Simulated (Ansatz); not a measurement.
# Na on Nb(110): change of the work function

How does Na on the hollow site change the work function of Nb(110) as the layer fills?

Method: plane-wave DFT, PBE, Ansatz PAW, in Ansatz 0.2.0.

### Step 1. The starting structure

The cell holds 4 atoms: 4 Nb. Cell: a = 2.858 Å, b = 2.858 Å, c = 25.000 Å, α = 90.0°, β = 90.0°, γ = 70.5°. Vacuum lies along c.

### Step 2. The clean slab

The bare slab comes first, as the zero from which every change is counted. The two lowest layers are held at bulk places and the upper ones relax. The dipole correction removes the false field that a one-sided slab makes across the periodic vacuum, so each face gets a flat vacuum level of its own.

File input.yaml:

```yaml
crystal:
  lattice:
    - [2.3334523779, -1.65, 0.0]
    - [2.3334523779, 1.65, 0.0]
    - [0.0, 0.0, 25.0003571337]
  atoms:
    - { symbol: Nb, position: [0.0, 0.0, 0.3599948573] }
    - { symbol: Nb, position: [0.5, 0.5, 0.4533316191] }
    - { symbol: Nb, position: [0.0, 0.0, 0.5466683809] }
    - { symbol: Nb, position: [0.5, 0.5, 0.6400051427] }
kpoints:
  mp_grid: { grid: [12, 12, 1] }
hamiltonian:
  xc: pbe
scf:
  occupations: { method: fermi_dirac, width: 0.1 }
  convergence: { dr2_threshold: 1.0e-08 }
efield:
  axis: 3
  dipole_correction: true
  ramp_position: 0.97
  ramp_width: 0.06
relax:
  f_tol: 0.02
  max_steps: 60
  constraints: [{ sites: [0, 1] }]
output:
  write_potential: true
  write_density: true
  volumetric_format: npy
```

Launch:

```bash
$ ansatz run input.yaml --threads 4 --pin off --max-ram 16384MiB --backend cpu --events-out ev --progress --plain --runs-dir out
```

Log:

```text
Engine: ansatz 0.2.0, aarch64-unknown-linux-gnu
Pseudopotentials: kind: paw
Pseudopotential: Nb, paw, valence charge 13, recommended cutoff 420 eV (normal), Nb.paw.azcp
Functional definition: PBE
  parameter kappa = 0.804
  parameter beta = 0.066725
  exchange = pbe_x(kappa = kappa, mu = beta*pi^2/3)
  correlation = pbe_c(beta = beta)
Crystal: 4 atoms, lattice volume = 192.513 Å³
Basis set: ecut = 420 eV, 3769 PW (Γ), exchange–correlation on 40×40×360 points (8 copies of the dense FFT grid, shifted against one another)
Bands: 32, of which v1, the nominal top of the filled ones, is band 26 counted from 1 (25 counted from 0)
Symmetry: 4 space group operations
k-points: 43 of 144
Non-local potential: Nb, projectors of the file, l = 0: 3, l = 1: 2, l = 2: 2, l = 3: 1
PAW form: soft (Blöchl's): semilocal exchange-correlation on the pseudo side does not see the compensation charge
PAW one-centre angular grid: Nb, 590 points (default); XC on 64 Gauss nodes
Initial density: superposition of atomic densities (neutral atoms: chi_scale 0, normalization atom), corrected by the library's trained network
Initial wavefunctions: pseudopotential atomic-orbital guess
Functional: x = pbe(κ = 0.804, μ = 0.219515), c = pbe(β = 0.066725)
SCF iter   1: F=—  HF=-18207.315250 eV  |F-HF|=—  |Δ(HF+E_count)|=         —  Δρ=9.75e-3  dr2=3.31e0  ethr=1.77e-3  p=0.000 e·Å  D=2.85e-14 V/Å  ΔV_dip=-0.00 eV  dr2_dipole=3.46e-7  V_vac-E_F(+/−)=4.87/4.87 eV  ⟨swp⟩=7.8  Hψ=6620  notcnv=0
efield: sawtooth ramp at fractional position 0.9700 (set: `efield.ramp_position`, or a place that a band, a saddle search or an elastic batch's reference lends), width 0.0600; the density the first Hamiltonian is built on has a dipole p = 0.000 e·Å; the dipole correction subtracts the counter field D = 2.85e-14 V/Å, which shifts the + side's vacuum level by -0.00 eV against the − side's; the planar-averaged density in the ramp window peaks in size at 3.8e-6 e/Å³
preconditioner: auto → LDOS  [metal: Δε(μ)=0.022 eV  Ē_g=3.353 eV  σ=0.100 eV  W_gap=0.06  n_scr=16 (ndim 8)  ℏωp=12.0 eV  f_vac=0.550  D(μ)=4.82/eV (n_scr^D=16)  β→1.0]
SCF iter   2: F=—  HF=-18207.212039 eV  |F-HF|=—  |Δ(HF+E_count)|=   1.03e-1  Δρ=3.07e-3  dr2=1.93e-1  ethr=1.77e-3  p=-0.000 e·Å  D=-8.90e-6 V/Å  ΔV_dip=0.00 eV  dr2_dipole=7.29e-7  V_vac-E_F(+/−)=4.49/4.49 eV  ⟨swp⟩=2.1  Hψ=1844  notcnv=0
SCF iter   3: F=—  HF=-18207.208754 eV  |F-HF|=—  |Δ(HF+E_count)|=   3.28e-3  Δρ=5.93e-4  dr2=5.77e-3  ethr=3.70e-4  p=-0.000 e·Å  D=-3.40e-6 V/Å  ΔV_dip=0.00 eV  dr2_dipole=4.10e-8  V_vac-E_F(+/−)=4.55/4.55 eV  ⟨swp⟩=1.2  Hψ=1387  notcnv=0
SCF iter   4: F=—  HF=-18207.208629 eV  |F-HF|=—  |Δ(HF+E_count)|=   1.26e-4  Δρ=1.54e-4  dr2=7.62e-5  ethr=1.11e-5  p=0.000 e·Å  D=1.34e-7 V/Å  ΔV_dip=-0.00 eV  dr2_dipole=3.51e-10  V_vac-E_F(+/−)=4.53/4.53 eV  ⟨swp⟩=2.0  Hψ=1725  notcnv=0
SCF iter   5: F=—  HF=-18207.208643 eV  |F-HF|=—  |Δ(HF+E_count)|=   1.47e-5  Δρ=3.90e-5  dr2=6.01e-6  ethr=1.46e-7  p=0.000 e·Å  D=1.81e-7 V/Å  ΔV_dip=-0.00 eV  dr2_dipole=6.51e-11  V_vac-E_F(+/−)=4.53/4.53 eV  ⟨swp⟩=2.6  Hψ=2386  notcnv=0
SCF iter   6: F=—  HF=-18207.208496 eV  |F-HF|=—  |Δ(HF+E_count)|=   1.47e-4  Δρ=1.47e-5  dr2=2.08e-6  ethr=1.16e-8  p=-0.000 e·Å  D=-1.62e-7 V/Å  ΔV_dip=0.00 eV  dr2_dipole=6.95e-12  V_vac-E_F(+/−)=4.53/4.53 eV  ⟨swp⟩=3.0  Hψ=2770  notcnv=0
SCF iter   7: F=—  HF=-18207.208496 eV  |F-HF|=—  |Δ(HF+E_count)|=   1.30e-7  Δρ=4.32e-6  dr2=5.36e-8  ethr=4.00e-9  p=-0.000 e·Å  D=-7.89e-8 V/Å  ΔV_dip=0.00 eV  dr2_dipole=7.06e-14  V_vac-E_F(+/−)=4.53/4.53 eV  ⟨swp⟩=2.1  Hψ=1842  notcnv=0
SCF iter   8: F=-18207.208496 eV  HF=-18207.208496 eV  |F-HF|=1.09e-8  |Δ(HF+E_count)|=   6.18e-8  Δρ=1.14e-6  dr2=3.94e-9  ethr=1.92e-11  p=-0.000 e·Å  D=-4.82e-8 V/Å  ΔV_dip=0.00 eV  dr2_dipole=6.75e-14  V_vac-E_F(+/−)=4.53/4.53 eV  ⟨swp⟩=10.7  Hψ=10041  notcnv=0
SCF 1 converged in 8 iterations: F = -18207.208496 eV  dr2 = 3.94e-9
  greatest PAW one-centre occupation: 0.998 electrons in one spin orbital (limit 2), on the Nb atom at site 1 (counted from 0), in its partial waves of l = 0
relax step   1: F+E_penalty+E_count = -18207.20849629 eV  Δ(F+E_penalty+E_count) = +0.000e0 eV  max|allowed force component| = 3.894e-1 eV/Å  Δτ_max = 0.0000 Å  (8 SCF iters, accepted)
Initial density: handed on by an earlier stage of this run
Initial wavefunctions: those handed on with the density
iter 1 solved again at ethr=8.91e-4 eV; its pass at ethr=3.10e-3 eV (dr2=4.63e-1 eV) is discarded
SCF iter   1: F=—  HF=-18207.238086 eV  |F-HF|=—  |Δ(HF+E_count)|=         —  Δρ=7.19e-3  dr2=5.38e-1  ethr=8.91e-4  p=0.000 e·Å  D=2.41e-7 V/Å  ΔV_dip=-0.00 eV  dr2_dipole=3.75e-2  V_vac-E_F(+/−)=4.55/4.55 eV  ⟨swp⟩=1.5  Hψ=5041  notcnv=0
efield: sawtooth ramp at fractional position 0.9700 (set: `efield.ramp_position`, or a place that a band, a saddle search or an elastic batch's reference lends), width 0.0600; the density the first Hamiltonian is built on has a dipole p = 0.000 e·Å; the dipole correction subtracts the counter field D = 2.41e-7 V/Å, which shifts the + side's vacuum level by -0.00 eV against the − side's; the planar-averaged density in the ramp window peaks in size at 1.7e-6 e/Å³
eigensolver tolerance schedule calibrated: the retry pair's looser diagonalisation under-reported the residual by θ = 0.14 (0.26/decade); ethr = c·dr2/N_el runs at the constant in force after the calibration composes with the one it found (an armed cap, an earlier calibration), c = 1.5e-2
preconditioner: auto → LDOS  [metal: Δε(μ)=0.018 eV  Ē_g=3.370 eV  σ=0.100 eV  W_gap=0.04  n_scr=16 (ndim 8)  ℏωp=12.0 eV  f_vac=0.554  D(μ)=5.21/eV (n_scr^D=16)  β→1.0]
SCF iter   2: F=—  HF=-18207.209043 eV  |F-HF|=—  |Δ(HF+E_count)|=   2.90e-2  Δρ=3.22e-3  dr2=5.71e-2  ethr=1.58e-4  p=0.007 e·Å  D=6.44e-3 V/Å  ΔV_dip=-0.16 eV  dr2_dipole=5.95e-4  V_vac-E_F(+/−)=4.37/4.53 eV  ⟨swp⟩=3.3  Hψ=2989  notcnv=0
SCF iter   3: F=—  HF=-18207.204924 eV  |F-HF|=—  |Δ(HF+E_count)|=   4.12e-3  Δρ=1.43e-3  dr2=1.52e-2  ethr=1.68e-5  p=0.003 e·Å  D=2.81e-3 V/Å  ΔV_dip=-0.07 eV  dr2_dipole=7.68e-6  V_vac-E_F(+/−)=4.46/4.54 eV  ⟨swp⟩=3.1  Hψ=2994  notcnv=0
SCF iter   4: F=—  HF=-18207.202553 eV  |F-HF|=—  |Δ(HF+E_count)|=   2.37e-3  Δρ=3.42e-4  dr2=7.98e-4  ethr=4.45e-6  p=0.004 e·Å  D=3.39e-3 V/Å  ΔV_dip=-0.08 eV  dr2_dipole=2.67e-7  V_vac-E_F(+/−)=4.44/4.53 eV  ⟨swp⟩=2.6  Hψ=2412  notcnv=0
SCF iter   5: F=—  HF=-18207.202529 eV  |F-HF|=—  |Δ(HF+E_count)|=   2.35e-5  Δρ=9.09e-5  dr2=2.93e-5  ethr=2.34e-7  p=0.004 e·Å  D=3.58e-3 V/Å  ΔV_dip=-0.09 eV  dr2_dipole=4.90e-7  V_vac-E_F(+/−)=4.44/4.53 eV  ⟨swp⟩=3.2  Hψ=2733  notcnv=0
SCF iter   6: F=—  HF=-18207.202389 eV  |F-HF|=—  |Δ(HF+E_count)|=   1.40e-4  Δρ=2.49e-5  dr2=4.44e-6  ethr=8.60e-9  p=0.004 e·Å  D=3.50e-3 V/Å  ΔV_dip=-0.09 eV  dr2_dipole=1.74e-6  V_vac-E_F(+/−)=4.44/4.53 eV  ⟨swp⟩=3.0  Hψ=2702  notcnv=0
SCF iter   7: F=—  HF=-18207.202390 eV  |F-HF|=—  |Δ(HF+E_count)|=   4.75e-7  Δρ=7.49e-6  dr2=1.67e-7  ethr=1.30e-9  p=0.004 e·Å  D=3.50e-3 V/Å  ΔV_dip=-0.09 eV  dr2_dipole=3.59e-9  V_vac-E_F(+/−)=4.44/4.53 eV  ⟨swp⟩=2.7  Hψ=2651  notcnv=0
SCF iter   8: F=-18207.202390 eV  HF=-18207.202390 eV  |F-HF|=1.21e-8  |Δ(HF+E_count)|=   1.49e-7  Δρ=1.97e-6  dr2=9.33e-9  ethr=2.94e-12  p=0.004 e·Å  D=3.48e-3 V/Å  ΔV_dip=-0.09 eV  dr2_dipole=2.89e-9  V_vac-E_F(+/−)=4.44/4.53 eV  ⟨swp⟩=8.0  Hψ=10634  notcnv=0
SCF 2 converged in 8 iterations: F = -18207.202390 eV  dr2 = 9.33e-9
  greatest PAW one-centre occupation: 0.998 electrons in one spin orbital (limit 2), on the Nb atom at site 2 (counted from 0), in its partial waves of l = 0
relax step   2: F+E_penalty+E_count = -18207.20238996 eV  Δ(F+E_penalty+E_count) = +6.106e-3 eV  max|allowed force component| = 5.460e-1 eV/Å  Δτ_max = 0.1121 Å  (8 SCF iters, rejected (line search))
SCF iter   1: F=—  HF=-18207.232312 eV  |F-HF|=—  |Δ(HF+E_count)|=         —  Δρ=3.81e-3  dr2=1.71e-1  ethr=2.81e-3  p=0.004 e·Å  D=3.48e-3 V/Å  ΔV_dip=-0.09 eV  dr2_dipole=1.74e-2  V_vac-E_F(+/−)=4.43/4.51 eV  ⟨swp⟩=3.3  Hψ=2664  notcnv=0
efield: sawtooth ramp at fractional position 0.9700 (set: `efield.ramp_position`, or a place that a band, a saddle search or an elastic batch's reference lends), width 0.0600; the density the first Hamiltonian is built on has a dipole p = 0.004 e·Å; the dipole correction subtracts the counter field D = 3.48e-3 V/Å, which shifts the + side's vacuum level by -0.09 eV against the − side's; the planar-averaged density in the ramp window peaks in size at 6.3e-7 e/Å³
preconditioner: auto → LDOS  [metal: Δε(μ)=0.008 eV  Ē_g=3.319 eV  σ=0.100 eV  W_gap=0.02  n_scr=16 (ndim 8)  ℏωp=12.0 eV  f_vac=0.550  D(μ)=5.23/eV (n_scr^D=16)  β→1.0]
SCF iter   2: F=—  HF=-18207.224856 eV  |F-HF|=—  |Δ(HF+E_count)|=   7.46e-3  Δρ=1.60e-3  dr2=1.23e-2  ethr=3.28e-4  p=0.001 e·Å  D=6.92e-4 V/Å  ΔV_dip=-0.02 eV  dr2_dipole=1.65e-4  V_vac-E_F(+/−)=4.51/4.53 eV  ⟨swp⟩=2.0  Hψ=2164  notcnv=0
SCF iter   3: F=—  HF=-18207.224244 eV  |F-HF|=—  |Δ(HF+E_count)|=   6.13e-4  Δρ=7.77e-4  dr2=4.90e-3  ethr=2.36e-5  p=0.002 e·Å  D=2.17e-3 V/Å  ΔV_dip=-0.05 eV  dr2_dipole=2.59e-4  V_vac-E_F(+/−)=4.47/4.53 eV  ⟨swp⟩=3.0  Hψ=2617  notcnv=0
SCF iter   4: F=—  HF=-18207.223479 eV  |F-HF|=—  |Δ(HF+E_count)|=   7.65e-4  Δρ=1.96e-4  dr2=2.48e-4  ethr=9.42e-6  p=0.002 e·Å  D=1.60e-3 V/Å  ΔV_dip=-0.04 eV  dr2_dipole=3.10e-5  V_vac-E_F(+/−)=4.49/4.53 eV  ⟨swp⟩=2.2  Hψ=1964  notcnv=0
SCF iter   5: F=—  HF=-18207.223472 eV  |F-HF|=—  |Δ(HF+E_count)|=   6.98e-6  Δρ=5.31e-5  dr2=1.59e-5  ethr=4.77e-7  p=0.001 e·Å  D=1.41e-3 V/Å  ΔV_dip=-0.04 eV  dr2_dipole=1.61e-7  V_vac-E_F(+/−)=4.49/4.53 eV  ⟨swp⟩=2.1  Hψ=1981  notcnv=0
SCF iter   6: F=—  HF=-18207.223476 eV  |F-HF|=—  |Δ(HF+E_count)|=   4.05e-6  Δρ=1.30e-5  dr2=6.58e-7  ethr=3.06e-8  p=0.002 e·Å  D=1.41e-3 V/Å  ΔV_dip=-0.04 eV  dr2_dipole=8.08e-8  V_vac-E_F(+/−)=4.49/4.53 eV  ⟨swp⟩=2.4  Hψ=2238  notcnv=0
SCF iter   7: F=—  HF=-18207.223328 eV  |F-HF|=—  |Δ(HF+E_count)|=   1.48e-4  Δρ=4.71e-6  dr2=9.91e-8  ethr=1.27e-9  p=0.001 e·Å  D=1.40e-3 V/Å  ΔV_dip=-0.04 eV  dr2_dipole=1.72e-8  V_vac-E_F(+/−)=4.49/4.53 eV  ⟨swp⟩=3.0  Hψ=2706  notcnv=0
SCF iter   8: F=-18207.223328 eV  HF=-18207.223328 eV  |F-HF|=7.40e-9  |Δ(HF+E_count)|=   5.84e-8  Δρ=1.53e-6  dr2=8.89e-9  ethr=1.92e-11  p=0.001 e·Å  D=1.41e-3 V/Å  ΔV_dip=-0.04 eV  dr2_dipole=7.79e-10  V_vac-E_F(+/−)=4.49/4.53 eV  ⟨swp⟩=8.6  Hψ=10247  notcnv=0
SCF 3 converged in 8 iterations: F = -18207.223328 eV  dr2 = 8.89e-9
relax step   3: F+E_penalty+E_count = -18207.22332794 eV  Δ(F+E_penalty+E_count) = -1.483e-2 eV  max|allowed force component| = 4.453e-3 eV/Å  Δτ_max = 0.0537 Å  (8 SCF iters, accepted)
NSCF: frozen V_eff on 43 k-points
the search or the solves at the SCF's close seem to have found levels that the self-consistency loop had missed (the run counts 1). By its estimate they hold under 1e-12 electrons; where the run keeps them, the occupations were computed again with them
WARN: The output density's exchange-correlation potential varies sharply where the density is thin. Do not read a vacuum level from v_tot or v_xc, or from such a field of the output density. On a cell that repeats whose density bears no net charge and no dipole along the vacuum's axis use v_es (v_loc + v_h of the components); under efield.dipole_correction with no amplitude use v_es + v_field, which holds any externa [...]
SCF converged after 8 iterations
Free energy (F): -18207.223328 eV
Harris-Foulkes:  -18207.223328 eV  (|F-HF|=7.40e-9)
Internal energy: -18207.049194 eV  (E = F + TS)
E sigma→0 (E₀):  -18207.136261 eV
Entropy (-TS):   -0.174134 eV (-43.533 meV/atom)
Fermi energy:    4.006922 eV
Dipole field:    D = 0.001448 V/Å  (p = 0.001540 e·Å, saw-weighted, corrected)
Work function:   Φ+ = 4.4924 eV   Φ− = 4.5286 eV
Levels:          The Fermi level and band energies are counted from a zero that moves with the ramp; work functions are not
--- Per-component energies (eV) ---
  E_band       = -991.310328
  E_kinetic    = 1574.965990
  E_local      = -56308.310229  (includes V_loc(G=0)·N_el)
  E_nonlocal   = 481.684187
  E_hartree    = 27269.689687
  E_xc         = -699.311284
  E_vxc        = -847.940007  (∫ρ·V_xc dr)
  E_paw        = -12294.007992  (= ΣΔE_a)
  E_vpaw       = -431.089472  (= ΣTr[D̂ρ^β])
  E_aug_tail   = 0.000027  (compensation charges beyond the density's cutoff)
  E_efield     = 0.000001  (sawtooth field / dipole correction)
  E_vefield    = 0.000464  (∫n·V_field dr)
  E_ewald      = 21768.240419
  E_smearing   = -0.174134  (= −TS)
  E_closure    = -0.000000  (closes the sum)
  Σ components = -18207.223328   (vs F -18207.223328, Δ=0.00e0)
--- Forces (eV/Å), atoms counted from 1 ---
  atom   1  Nb     0.00000000     0.00000000     0.34062080
  atom   2  Nb     0.00000000     0.00000000    -0.33312820
  atom   3  Nb     0.00000000     0.00000000    -0.00306116
  atom   4  Nb     0.00000000     0.00000000    -0.00445260
  max |Σ_I F_I| component: 2.12e-5 eV/Å
--- Band table (eV; the first three rows and the last of 43) ---
  k-point 0: bands = [... 22 lower, 3.4466, 3.5123, 3.6764, 4.0611, 4.1727, 4.6389, 4.6520, 5.6784, ... 2 higher]
  k-point 1: bands = [... 22 lower, 3.4048, 3.4548, 3.6401, 4.0028, 4.2565, 4.3791, 4.7400, 5.2644, ... 2 higher]
  k-point 2: bands = [... 22 lower, 3.1785, 3.3530, 3.5747, 3.7357, 3.8698, 4.4583, 4.7888, 5.0334, ... 2 higher]
  k-point 42: bands = [... 22 lower, 2.6735, 3.3174, 3.8761, 5.5518, 5.7661, 6.0386, 6.2753, 6.6835, ... 2 higher]
--- Relaxed structure (3 steps of the walk, 2 accepted, 0 SCFs on fresh bases) ---
  F+E_penalty+E_count = -18207.22332794 eV   max|allowed force component| = 4.453e-3 eV/Å
  atoms:
    - { symbol: Nb, position: [0.0, 0.0, 0.359995] }
    - { symbol: Nb, position: [0.5, 0.5, 0.4533316191] }
    - { symbol: Nb, position: [0.0, 0.0, 0.547835] }
    - { symbol: Nb, position: [0.5, 0.5, 0.637856] }
```

Elapsed: 17 s, on 4 threads of Arm Neoverse V1, shared host; peak memory 0.57 GiB; 67 s of CPU time.

The column dr2 measures how far the density is from self-consistency, as an energy; F and HF (Harris–Foulkes) agree once it is small.

Step by step:

| step | energy less that of the first step (eV) | largest force component (eV/Å) |
| --- | --- | --- |
| 1 | 0.0000 | 0.3894 |
| 2 | 0.0061 | 0.5460 |
| 3 | -0.0148 | 0.0045 |

Relaxation step 2 was tried and not accepted.

The run keeps the 4 symmetry operations that the program found, so distortions that break them were not tested.

The atoms that moved most (Å):

| atom | dx | dy | dz | length |
| --- | --- | --- | --- | --- |
| Nb4 | 0.000 | 0.000 | -0.054 | 0.054 |
| Nb3 | 0.000 | 0.000 | 0.029 | 0.029 |

Final coordinates:

```xyz
4
Lattice="2.3335 -1.6500 0.0000 2.3335 1.6500 0.0000 0.0000 0.0000 25.0004" Properties=species:S:1:pos:R:3
Nb    0.0000    0.0000    9.0000
Nb    2.3335    0.0000   11.3335
Nb    0.0000    0.0000   13.6961
Nb    2.3335    0.0000   15.9466
```

Numbers from this step:

- energy at zero smearing: -18207.1363 eV
- work function, upper face: 4.492 eV
- work function, lower face: 4.529 eV
- dipole along the normal: 0.001540 e·Å
- step between the vacuum levels: -0.03620 eV

Running mean over 2.333 Å of the planar mean; the ramp of the sawtooth is left out. Electron's electrostatic potential energy less the Fermi level against z:

| z (Å) | electron's electrostatic potential energy less the Fermi level (eV) |
| --- | --- |
| 4 | 4.53 |
| 5 | 4.51 |
| 6 | 4.34 |
| 7 | 2.78 |
| 8 | -5.88 |
| 9 | -11.0 |
| 10 | -11.0 |
| 11 | -10.9 |
| 12 | -10.8 |
| 13 | -10.7 |
| 14 | -11.2 |
| 15 | -11.8 |
| 16 | -11.1 |
| 17 | -5.33 |
| 18 | 2.95 |
| 19 | 4.33 |
| 20 | 4.48 |
| 21 | 4.49 |

The relaxation took 3 steps and lowered the energy by 0.015 eV; the largest force on the free atoms ends at 0.0045 eV/Å.

The work function of the upper face is 4.49 eV.

[end of part 1 of 3]

[Long decimals in the printed logs are rounded to 6 places.]

[Logs are printed without paths, hosts, clocks, repeated set-up lines and the standing remarks that a program may print on its own settings, such as how far it seeks lower states.]

[Hosts, paths, dates, database ids (printed as entryN), source tags and the programs' standing remarks are cut or masked in the printed files.]

[Maps of the electrostatic potential energy from Ansatz leave out the sawtooth potential of an applied field or a dipole correction, so their vacuum need not be flat; planar profiles and work functions include it.]
